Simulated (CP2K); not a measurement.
Consider 3-silylthiophene at its PBE geometry (Å).

```xyz
12

Si   -1.9597    0.0108   -0.0428
C    -0.1028   -0.1364    0.0016
C     0.8120    0.9684    0.0364
C     2.1323    0.5826    0.0489
S     2.2840   -1.1278    0.0182
C     0.5812   -1.3406   -0.0102
H    -2.5838   -1.0293    0.8242
H    -2.4934   -0.1650   -1.4255
H    -2.3602    1.3620    0.4429
H     0.5023    2.0120    0.0573
H     3.0182    1.2096    0.0782
H     0.1700   -2.3463   -0.0290
```

Method: CP2K XAS_TDP, all-electron GAPW, PBEh(45%), aug-pc-1, TDA, ZORA, spin–orbit coupling.

Question: Predict the bright core excitations at the Si L₂,₃ edge.

Leading lines: Si1 101.80 eV. The leading line of an atom is its first one with 35 % of the strongest within 2.5 eV of its lowest line over the strength cut. 

The first six lines of each atom with a strength over 0.0003:

```tsv
atom	energy (eV)	states	strength, one atom
Si1 (bonded to C and 3 H)	100.86	2	0.0026
	100.92	1	0.0027
	101.29	1	0.0016
	101.34	1	0.0034
	101.36	2	0.0009
	101.39	1	0.0009
```

Lines are vertical, at one geometry, with no vibrational structure. Without a correction of the core level, line positions, and the gaps between valence and Rydberg lines, follow the share of exact exchange. Rydberg lines, and the discretised continuum above threshold, depend on the basis and the box.

[Banner, clock and machine lines of the logs are left out without a mark of their own.]

[Logs are printed without paths, hosts, clocks, repeated set-up lines and the standing remarks that a program may print on its own settings, such as how far it seeks lower states.]

[Hosts, paths, dates, database ids (printed as entryN), source tags and the programs' standing remarks are cut or masked in the printed files.]
